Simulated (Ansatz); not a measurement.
# Preparing SiC (P6_3mc) as a host crystal, part 2 of 2

Aim: the runs on the perfect crystal SiC (P6_3mc) that a defect calculation needs first.

Ansatz 0.2.0; plane-wave PAW DFT, r2SCAN; relaxation of the defect-free supercell from its symmetric sites; PAW set soft_1 (the session's first sound run).

So far: Set-up; Defect free supercell relaxed from its symmetric sites.

### 3. Defect free supercell relaxed from displaced atoms

This step: plane-wave PAW DFT, r2SCAN; relaxation of the defect-free supercell from random displacements, a test of the host's stability; PAW set soft_1 (Ansatz 0.2.0).

Contents of pristine.rattled/input.yaml:

```yaml
crystal:
  lattice:
    - [9.2359949282, 0.0, 0.0]
    - [-4.6179974641, 7.998606237, 0.0]
    - [0.0, 0.0, 15.1078644027]
  atoms:
    - { symbol: Si, position: [0.1111111111, 0.2222222222, 0.8329853991] }
    - { symbol: Si, position: [0.2222222222, 0.1111111111, 0.3329853991] }
    - { symbol: Si, position: [0.2222222222, 0.1111111111, 0.666501017] }
    - { symbol: Si, position: [0.1111111111, 0.2222222222, 0.166501017] }
    - { symbol: Si, position: [0.0, 0.0, 0.4997224787] }
    - { symbol: Si, position: [0.0, 0.0, 0.9997224787] }
    - { symbol: C, position: [0.0, 0.0, 0.8743669375] }
    - { symbol: C, position: [0.0, 0.0, 0.3743669375] }
    - { symbol: C, position: [0.1111111111, 0.2222222222, 0.7079966829] }
    - { symbol: C, position: [0.2222222222, 0.1111111111, 0.2079966829] }
    - { symbol: C, position: [0.2222222222, 0.1111111111, 0.5415284848] }
    - { symbol: C, position: [0.1111111111, 0.2222222222, 0.0415284848] }
    - { symbol: Si, position: [0.1111111111, 0.5555555556, 0.8329853991] }
    - { symbol: Si, position: [0.2222222222, 0.4444444444, 0.3329853991] }
    - { symbol: Si, position: [0.2222222222, 0.4444444444, 0.666501017] }
    - { symbol: Si, position: [0.1111111111, 0.5555555556, 0.166501017] }
    - { symbol: Si, position: [0.0, 0.3333333333, 0.4997224787] }
    - { symbol: Si, position: [0.0, 0.3333333333, 0.9997224787] }
    - { symbol: C, position: [0.0, 0.3333333333, 0.8743669375] }
    - { symbol: C, position: [0.0, 0.3333333333, 0.3743669375] }
    - { symbol: C, position: [0.1111111111, 0.5555555556, 0.7079966829] }
    - { symbol: C, position: [0.2222222222, 0.4444444444, 0.2079966829] }
    - { symbol: C, position: [0.2222222222, 0.4444444444, 0.5415284848] }
    - { symbol: C, position: [0.1111111111, 0.5555555556, 0.0415284848] }
    - { symbol: Si, position: [0.1111111111, 0.8888888889, 0.8329853991] }
    - { symbol: Si, position: [0.2222222222, 0.7777777778, 0.3329853991] }
    - { symbol: Si, position: [0.2222222222, 0.7777777778, 0.666501017] }
    - { symbol: Si, position: [0.1111111111, 0.8888888889, 0.166501017] }
    - { symbol: Si, position: [0.0, 0.6666666667, 0.4997224787] }
    - { symbol: Si, position: [0.0, 0.6666666667, 0.9997224787] }
[... 72 atom lines left out ...]
    - { symbol: C, position: [0.6666666667, 0.6666666667, 0.8743669375] }
    - { symbol: C, position: [0.6666666667, 0.6666666667, 0.3743669375] }
    - { symbol: C, position: [0.7777777778, 0.8888888889, 0.7079966829] }
    - { symbol: C, position: [0.8888888889, 0.7777777778, 0.2079966829] }
    - { symbol: C, position: [0.8888888889, 0.7777777778, 0.5415284848] }
    - { symbol: C, position: [0.7777777778, 0.8888888889, 0.0415284848] }
basis:
  ecutwfc: 500
  xc_grid: 2
hamiltonian:
  xc: r2scan
  pseudopotentials: { kind: paw, azcp: { folder: soft_1 } }
kpoints:
  mp_grid: { grid: [1, 1, 1], shift: [0.25, 0.25, 0.25] }
scf:
  occupations: { method: fermi_dirac, width: 0.01 }
  max_iter: 80
output:
  forces: true
relax:
  f_tol: 0.01
  max_steps: 120
  random_displacement: { amplitude: 0.08, seed: 3874 }
checkpoint:
  write: "../pristine.rattled.run"
  compress: false
  write_wavefunctions: false
  write_every: 100000
```

On the command line:

```sh
$ ansatz run input.yaml --threads 4 --pin off --max-ram 15073MiB --backend cpu --events-out ev --progress --plain --runs-dir out
```

Numbers of over 12 decimals in the logs are rounded to 6 here.

Output:

```text
[...]
Crystal: 108 atoms, lattice volume = 1116.095 Å³
Basis set: ecut = 500 eV, 28399 PW (Γ), exchange–correlation on 144×144×240 points (8 copies of the dense FFT grid, shifted against one another)
Bands: 324, of which v1, the nominal top of the filled ones, is band 216 counted from 1 (215 counted from 0)
Symmetry: 1 space group operations
k-points: 1
[...]
SCF iter   1: F=—  HF=-48186.968585 eV  |F-HF|=—  |Δ(HF+E_count)|=         —  Δρ=1.34e-1  dr2=2.46e2  dr2_τ=2.80e1  ethr=3.10e-3  ⟨swp⟩=6.0  Hψ=1496  notcnv=0  defer=80
[...]
SCF iter   8: F=-48127.360029 eV  HF=-48127.360030 eV  |F-HF|=4.16e-7  |Δ(HF+E_count)|=   2.99e-6  Δρ=7.18e-6  dr2=7.50e-7  dr2_τ=9.34e-8  ethr=5.79e-10  ⟨swp⟩=5.0  Hψ=997  notcnv=0
SCF 1 converged in 8 iterations: F = -48127.360029 eV  dr2 = 7.50e-7
[...]
relax step   1: F+E_penalty+E_count = -48127.36002934 eV  Δ(F+E_penalty+E_count) = +0.000e0 eV  max|allowed force component| = 3.416e0 eV/Å  Δτ_max = 0.0000 Å  (8 SCF iters, dr2 threshold 2.50e-6 eV, accepted)
[...]
relax step   2: F+E_penalty+E_count = -48134.15346676 eV  Δ(F+E_penalty+E_count) = -6.793e0 eV  max|allowed force component| = 1.742e0 eV/Å  Δτ_max = 0.0978 Å  (6 SCF iters, dr2 threshold 1.00e-4 eV, accepted)
relax step   3: F+E_penalty+E_count = -48136.27224152 eV  Δ(F+E_penalty+E_count) = -2.119e0 eV  max|allowed force component| = 7.895e-2 eV/Å  Δτ_max = 0.0648 Å  (6 SCF iters, dr2 threshold 1.00e-4 eV, accepted)
relax step   4: F+E_penalty+E_count = -48136.27468469 eV  Δ(F+E_penalty+E_count) = -2.443e-3 eV  max|allowed force component| = 1.377e-2 eV/Å  Δτ_max = 0.0036 Å  (5 SCF iters, dr2 threshold 3.90e-7 eV, accepted)
relax step   5: F+E_penalty+E_count = -48136.27415167 eV  Δ(F+E_penalty+E_count) = +5.330e-4 eV  max|allowed force component| = 2.414e-2 eV/Å  Δτ_max = 0.0033 Å  (5 SCF iters, rejected (line search))
SCF iter   1: F=—  HF=-48136.275404 eV  |F-HF|=—  |Δ(HF+E_count)|=         —  Δρ=3.93e-4  dr2=1.58e-3  dr2_τ=2.00e-3  ethr=3.78e-6  ⟨swp⟩=3.0  Hψ=522  notcnv=0  defer=29
[...]
SCF iter   5: F=-48136.274787 eV  HF=-48136.274787 eV  |F-HF|=1.01e-8  |Δ(HF+E_count)|=   2.44e-8  Δρ=1.80e-6  dr2=3.43e-8  dr2_τ=1.98e-9  ethr=2.31e-11  ⟨swp⟩=5.0  Hψ=1020  notcnv=0
SCF 6 converged in 5 iterations: F = -48136.274787 eV  dr2 = 3.43e-8
relax step   6: F+E_penalty+E_count = -48136.27478682 eV  Δ(F+E_penalty+E_count) = -1.021e-4 eV  max|allowed force component| = 1.948e-3 eV/Å  Δτ_max = 0.0007 Å  (5 SCF iters, accepted)
[...]
SCF iter   2: F=-48136.274787 eV  HF=-48136.274787 eV  |F-HF|=7.28e-11  |Δ(HF+E_count)|=   3.55e-9  Δρ=1.01e-6  dr2=9.51e-9  dr2_τ=2.09e-10  ethr=7.94e-12  ⟨swp⟩=3.0  Hψ=748  notcnv=0
SCF 7 converged in 2 iterations: F = -48136.274787 eV  dr2 = 9.51e-9
SCF converged after 2 iterations
Free energy (F): -48136.274787 eV
[...]
Internal energy: -48136.274787 eV  (E = F + TS)
E sigma→0 (E₀):  -48136.274787 eV
Fermi energy:    10.672584 eV
[...]
--- Forces (eV/Å), atoms counted from 1 ---
  atom   1  Si     0.00062616    -0.00134913    -0.00203646
  atom   2  Si     0.00018509     0.00081936    -0.00125598
  atom   3  Si    -0.00087412    -0.00041928    -0.00041365
  atom   4  Si     0.00095712     0.00004347    -0.00193014
  atom   5  Si    -0.00048415     0.00037023     0.00050218
  atom   6  Si     0.00051501    -0.00161848    -0.00196494
  atom   7  C      0.00038464     0.00046934     0.00000960
  atom   8  C      0.00006830    -0.00140949    -0.00162085
  atom   9  C      0.00098014    -0.00022126     0.00016299
  atom  10  C     -0.00070105     0.00034169    -0.00209964
  atom  11  C      0.00038572    -0.00064686    -0.00058303
  atom  12  C      0.00100604     0.00082296    -0.00079072
  atom  13  Si    -0.00063143     0.00041997    -0.00113638
  atom  14  Si     0.00057670     0.00113306    -0.00124484
  atom  15  Si    -0.00195927    -0.00072321    -0.00059578
  atom  16  Si     0.00041483    -0.00071523    -0.00119454
  atom  17  Si     0.00082844     0.00020755    -0.00013856
  atom  18  Si    -0.00054799     0.00016793    -0.00168744
  atom  19  C      0.00076451     0.00113246     0.00006772
  atom  20  C     -0.00118366     0.00040945    -0.00097199
  atom  21  C      0.00009864     0.00037340    -0.00151008
  atom  22  C      0.00002459     0.00056102    -0.00166418
  atom  23  C     -0.00041211    -0.00117094    -0.00128319
  atom  24  C      0.00036957     0.00040582    -0.00104666
  atom  25  Si     0.00052906     0.00002476    -0.00099947
  atom  26  Si    -0.00039671     0.00023595    -0.00109814
  atom  27  Si    -0.00148062     0.00003563     0.00002622
  atom  28  Si     0.00160373    -0.00052689    -0.00165403
  atom  29  Si    -0.00044598     0.00038594     0.00064937
  atom  30  Si     0.00030755     0.00067566    -0.00108284
  atom  31  C     -0.00006149     0.00032810    -0.00083218
  atom  32  C     -0.00072052    -0.00010728    -0.00152837
  atom  33  C      0.00124287     0.00163756    -0.00051849
  atom  34  C     -0.00024203    -0.00015648    -0.00143243
  atom  35  C     -0.00002582    -0.00158318    -0.00095280
  atom  36  C     -0.00026416    -0.00085572    -0.00184324
  atom  37  Si     0.00042673    -0.00111696    -0.00048838
  atom  38  Si     0.00042836    -0.00096905    -0.00074874
  atom  39  Si    -0.00015517    -0.00151936    -0.00070222
  atom  40  Si    -0.00047778     0.00102110    -0.00191632
  atom  41  Si     0.00008294     0.00078899    -0.00078829
  atom  42  Si     0.00034643     0.00022067    -0.00172705
  atom  43  C     -0.00003626     0.00050620    -0.00131770
  atom  44  C      0.00086550    -0.00032290    -0.00158314
  atom  45  C     -0.00070048     0.00016892    -0.00002535
  atom  46  C      0.00097697     0.00006763    -0.00096563
  atom  47  C     -0.00003145    -0.00072660    -0.00145848
  atom  48  C     -0.00037605     0.00009710    -0.00049610
  atom  49  Si    -0.00099013    -0.00109088    -0.00023239
  atom  50  Si    -0.00072011    -0.00015093    -0.00147155
  atom  51  Si     0.00000090    -0.00154303    -0.00060231
  atom  52  Si    -0.00082574     0.00106127    -0.00027389
  atom  53  Si    -0.00014400     0.00101272    -0.00177315
  atom  54  Si    -0.00022715    -0.00031946    -0.00052671
  atom  55  C      0.00088930     0.00045814    -0.00071928
  atom  56  C      0.00099804     0.00055341    -0.00081322
  atom  57  C      0.00120918     0.00142257    -0.00057040
  atom  58  C     -0.00038552     0.00013884    -0.00138181
  atom  59  C      0.00007376    -0.00049886    -0.00160563
  atom  60  C      0.00171124    -0.00055685    -0.00210727
  atom  61  Si    -0.00171393    -0.00175420    -0.00044439
  atom  62  Si    -0.00140376     0.00033685    -0.00106926
  atom  63  Si    -0.00156266     0.00033195    -0.00118756
  atom  64  Si     0.00099082    -0.00051338    -0.00105762
  atom  65  Si    -0.00021311     0.00123858    -0.00127228
  atom  66  Si    -0.00032675     0.00027252    -0.00019410
  atom  67  C      0.00026921     0.00163916    -0.00053348
  atom  68  C      0.00087712    -0.00083464    -0.00159871
  atom  69  C      0.00097130     0.00142950    -0.00075337
  atom  70  C     -0.00006013    -0.00002900    -0.00122236
  atom  71  C     -0.00038377    -0.00058476    -0.00116601
  atom  72  C     -0.00079842    -0.00010190    -0.00094604
  atom  73  Si    -0.00138064    -0.00194712    -0.00109584
  atom  74  Si    -0.00022775    -0.00070210    -0.00086448
  atom  75  Si     0.00069048    -0.00035778     0.00026066
  atom  76  Si    -0.00050431    -0.00052203    -0.00068585
  atom  77  Si     0.00117541     0.00102092    -0.00054546
  atom  78  Si    -0.00064323    -0.00138678    -0.00127556
  atom  79  C      0.00013692     0.00155267    -0.00008729
  atom  80  C     -0.00090652    -0.00001277    -0.00204402
  atom  81  C     -0.00076336     0.00188167    -0.00146771
  atom  82  C     -0.00041210    -0.00025487    -0.00189854
  atom  83  C     -0.00019281    -0.00021939    -0.00155992
  atom  84  C      0.00040534     0.00115306    -0.00086321
  atom  85  Si     0.00122570    -0.00071497    -0.00104857
  atom  86  Si     0.00130865     0.00053589    -0.00068856
  atom  87  Si     0.00025671    -0.00064116     0.00025436
  atom  88  Si     0.00003744    -0.00040517    -0.00141673
  atom  89  Si     0.00015833     0.00038309     0.00027010
  atom  90  Si    -0.00181341     0.00003627    -0.00169123
  atom  91  C     -0.00026339     0.00060737    -0.00050805
  atom  92  C     -0.00036035    -0.00034798    -0.00160853
  atom  93  C      0.00074087     0.00062878    -0.00017955
  atom  94  C     -0.00053489     0.00014844    -0.00102973
  atom  95  C      0.00034310     0.00003093    -0.00126169
  atom  96  C     -0.00008107     0.00125204    -0.00083355
  atom  97  Si     0.00022026    -0.00155516    -0.00091345
  atom  98  Si    -0.00032476     0.00001857    -0.00060435
  atom  99  Si    -0.00075706    -0.00117180     0.00057580
  atom 100  Si    -0.00023588    -0.00042951    -0.00103359
  atom 101  Si    -0.00029031    -0.00005408     0.00017578
  atom 102  Si    -0.00099697    -0.00057930     0.00004206
  atom 103  C      0.00048652     0.00073767    -0.00125534
  atom 104  C      0.00063188    -0.00021002    -0.00192260
  atom 105  C      0.00070657     0.00029861    -0.00145095
  atom 106  C     -0.00165354    -0.00005458    -0.00115555
  atom 107  C      0.00084644     0.00078391    -0.00199289
  atom 108  C      0.00040280     0.00003395    -0.00181884
  max |Σ_I F_I| component: 1.05e-1 eV/Å
--- Relaxed structure (6 steps of the walk, 5 accepted, 0 SCFs on fresh bases) ---
  F+E_penalty+E_count = -48136.27478682 eV   max|allowed force component| = 1.948e-3 eV/Å
  atoms:
    - { symbol: Si, position: [0.111358, 0.221678, 0.833016] }
    - { symbol: Si, position: [0.221579, 0.111445, 0.333023] }
    - { symbol: Si, position: [0.222068, 0.110958, 0.666521] }
    - { symbol: Si, position: [0.110868, 0.222155, 0.166532] }
    - { symbol: Si, position: [-0.000551, 0.000311, 0.499746] }
    - { symbol: Si, position: [0.000230, -0.000448, 0.999754] }
    - { symbol: C, position: [0.000466, -0.000746, 0.874524] }
    - { symbol: C, position: [-0.000836, 0.000561, 0.374527] }
    - { symbol: C, position: [0.111150, 0.221864, 0.708145] }
    - { symbol: C, position: [0.221779, 0.111243, 0.208159] }
    - { symbol: C, position: [0.221856, 0.111265, 0.541650] }
    - { symbol: C, position: [0.111175, 0.221951, 0.041657] }
    - { symbol: Si, position: [0.111358, 0.555001, 0.833016] }
    - { symbol: Si, position: [0.221579, 0.444779, 0.333022] }
    - { symbol: Si, position: [0.222071, 0.444293, 0.666521] }
    - { symbol: Si, position: [0.110877, 0.555496, 0.166526] }
    - { symbol: Si, position: [-0.000554, 0.333646, 0.499748] }
    - { symbol: Si, position: [0.000230, 0.332875, 0.999754] }
    - { symbol: C, position: [0.000461, 0.332581, 0.874525] }
    - { symbol: C, position: [-0.000837, 0.333888, 0.374526] }
    - { symbol: C, position: [0.111151, 0.555192, 0.708150] }
    - { symbol: C, position: [0.221776, 0.444575, 0.208157] }
    - { symbol: C, position: [0.221862, 0.444603, 0.541652] }
    - { symbol: C, position: [0.111176, 0.555284, 0.041653] }
    - { symbol: Si, position: [0.111355, 0.888335, 0.833015] }
    - { symbol: Si, position: [0.221590, 0.778117, 0.333020] }
    - { symbol: Si, position: [0.222069, 0.777620, 0.666520] }
    - { symbol: Si, position: [0.110870, 0.888828, 0.166529] }
    - { symbol: Si, position: [-0.000544, 0.666980, 0.499745] }
    - { symbol: Si, position: [0.000222, 0.666207, 0.999752] }
    - { symbol: C, position: [0.000461, 0.665914, 0.874525] }
    - { symbol: C, position: [-0.000831, 0.667222, 0.374525] }
    - { symbol: C, position: [0.111146, 0.888520, 0.708147] }
    - { symbol: C, position: [0.221780, 0.777915, 0.208155] }
    - { symbol: C, position: [0.221866, 0.777939, 0.541650] }
    - { symbol: C, position: [0.111180, 0.888623, 0.041658] }
    - { symbol: Si, position: [0.444691, 0.221675, 0.833014] }
    - { symbol: Si, position: [0.554915, 0.111451, 0.333019] }
    - { symbol: Si, position: [0.555404, 0.110965, 0.666522] }
    - { symbol: Si, position: [0.444204, 0.222147, 0.166528] }
    - { symbol: Si, position: [0.332784, 0.000315, 0.499751] }
    - { symbol: Si, position: [0.333559, -0.000460, 0.999752] }
    - { symbol: C, position: [0.333798, -0.000751, 0.874525] }
    - { symbol: C, position: [0.332493, 0.000557, 0.374529] }
    - { symbol: C, position: [0.444492, 0.221868, 0.708146] }
    - { symbol: C, position: [0.555108, 0.111241, 0.208153] }
    - { symbol: C, position: [0.555195, 0.111272, 0.541652] }
    - { symbol: C, position: [0.444515, 0.221950, 0.041653] }
    - { symbol: Si, position: [0.444698, 0.555010, 0.833013] }
    - { symbol: Si, position: [0.554915, 0.444781, 0.333022] }
    - { symbol: Si, position: [0.555403, 0.444301, 0.666519] }
    - { symbol: Si, position: [0.444205, 0.555479, 0.166525] }
    - { symbol: Si, position: [0.332781, 0.333643, 0.499753] }
    - { symbol: Si, position: [0.333564, 0.332878, 0.999750] }
    - { symbol: C, position: [0.333794, 0.332586, 0.874523] }
    - { symbol: C, position: [0.332488, 0.333884, 0.374528] }
    - { symbol: C, position: [0.444480, 0.555191, 0.708148] }
    - { symbol: C, position: [0.555113, 0.444572, 0.208156] }
    - { symbol: C, position: [0.555193, 0.444603, 0.541650] }
    - { symbol: C, position: [0.444506, 0.555286, 0.041655] }
    - { symbol: Si, position: [0.444703, 0.888346, 0.833013] }
    - { symbol: Si, position: [0.554922, 0.778114, 0.333019] }
    - { symbol: Si, position: [0.555406, 0.777622, 0.666523] }
    - { symbol: Si, position: [0.444204, 0.888821, 0.166524] }
    - { symbol: Si, position: [0.332787, 0.666978, 0.499752] }
    - { symbol: Si, position: [0.333560, 0.666208, 0.999746] }
    - { symbol: C, position: [0.333796, 0.665911, 0.874521] }
    - { symbol: C, position: [0.332498, 0.667225, 0.374529] }
    - { symbol: C, position: [0.444484, 0.888525, 0.708147] }
    - { symbol: C, position: [0.555110, 0.777906, 0.208154] }
    - { symbol: C, position: [0.555198, 0.777934, 0.541653] }
    - { symbol: C, position: [0.444517, 0.888617, 0.041651] }
    - { symbol: Si, position: [0.778036, 0.221681, 0.833015] }
    - { symbol: Si, position: [0.888251, 0.111453, 0.333021] }
    - { symbol: Si, position: [0.888729, 0.110959, 0.666516] }
    - { symbol: Si, position: [0.777541, 0.222155, 0.166525] }
    - { symbol: Si, position: [0.666108, 0.000310, 0.499750] }
    - { symbol: Si, position: [0.666901, -0.000456, 0.999750] }
    - { symbol: C, position: [0.667134, -0.000750, 0.874522] }
    - { symbol: C, position: [0.665831, 0.000556, 0.374529] }
    - { symbol: C, position: [0.777822, 0.221858, 0.708150] }
    - { symbol: C, position: [0.888444, 0.111243, 0.208158] }
    - { symbol: C, position: [0.888524, 0.111264, 0.541649] }
    - { symbol: C, position: [0.777844, 0.221942, 0.041654] }
    - { symbol: Si, position: [0.778020, 0.555009, 0.833014] }
    - { symbol: Si, position: [0.888244, 0.444779, 0.333017] }
    - { symbol: Si, position: [0.888730, 0.444293, 0.666518] }
    - { symbol: Si, position: [0.777540, 0.555487, 0.166526] }
    - { symbol: Si, position: [0.666115, 0.333649, 0.499747] }
    - { symbol: Si, position: [0.666901, 0.332869, 0.999751] }
    - { symbol: C, position: [0.667133, 0.332583, 0.874523] }
    - { symbol: C, position: [0.665830, 0.333891, 0.374527] }
    - { symbol: C, position: [0.777816, 0.555199, 0.708146] }
    - { symbol: C, position: [0.888447, 0.444575, 0.208152] }
    - { symbol: C, position: [0.888524, 0.444599, 0.541649] }
    - { symbol: C, position: [0.777840, 0.555273, 0.041654] }
    - { symbol: Si, position: [0.778032, 0.888349, 0.833015] }
    - { symbol: Si, position: [0.888255, 0.778117, 0.333018] }
    - { symbol: Si, position: [0.888737, 0.777631, 0.666516] }
    - { symbol: Si, position: [0.777540, 0.888821, 0.166528] }
    - { symbol: Si, position: [0.666120, 0.666982, 0.499747] }
    - { symbol: Si, position: [0.666897, 0.666210, 0.999749] }
    - { symbol: C, position: [0.667130, 0.665921, 0.874525] }
    - { symbol: C, position: [0.665831, 0.667223, 0.374527] }
    - { symbol: C, position: [0.777821, 0.888531, 0.708150] }
    - { symbol: C, position: [0.888451, 0.777909, 0.208155] }
    - { symbol: C, position: [0.888523, 0.777927, 0.541649] }
    - { symbol: C, position: [0.777846, 0.888617, 0.041657] }
```

Elapsed: 2.1 min, on 4 threads of Arm Neoverse V2, shared host; peak memory 2.7 GiB; 8.3 min of CPU time.

Relaxation path:

```csv
step,energy less that of the first step (eV),largest force component (eV/Å)
1,0.0000,3.4156
2,-6.7934,1.7421
3,-8.9122,0.0789
4,-8.9147,0.0138
5,-8.9141,0.0241
6,-8.9148,0.0019
```

Relaxation step 5 was tried and not accepted.

The atoms that moved most (Å, from the sites as typed, ahead of the random displacement):

```csv
atom,dx,dy,dz,length
C44,-0.009,0.005,0.001,0.011
C8,-0.009,0.005,0.001,0.011
C56,-0.009,0.005,0.001,0.011
C68,-0.009,0.005,0.001,0.011
C92,-0.009,0.005,0.001,0.010
C67,0.009,-0.005,0.001,0.010
C79,0.009,-0.005,0.001,0.010
C91,0.009,-0.005,0.001,0.010
```

The relaxation ends 83 meV an atom lower than the displaced start, with a largest force component of 0.0019 eV/Å.

### 4. Results

| Item | Value |
| --- | --- |
| supercell relaxed in its symmetry less the displaced and relaxed one | 0.000 eV |

First to last step the energy falls by 0.008 eV; the largest move, 0.011 Å, is that of C32 and 17 other atoms alike. The energy fell by 8.915 eV from the randomly displaced start; against the sites as typed, C44 ends farthest off, by 0.01 Å. The displaced cell ends within 0.01 eV of the symmetric one relaxed in its symmetry, so no lower structure shows in this supercell. All at zero temperature.

[Logs are printed without paths, hosts, clocks, repeated set-up lines and the standing remarks that a program may print on its own settings, such as how far it seeks lower states.]

[Hosts, paths, dates, database ids (printed as entryN), source tags and the programs' standing remarks are cut or masked in the printed files.]

[Runs of the host that timed out are not shown.]

[For some hosts the program warned that the k-mesh of the response run may be too coarse for force constants and the static dielectric constant; such warnings are not always shown.]
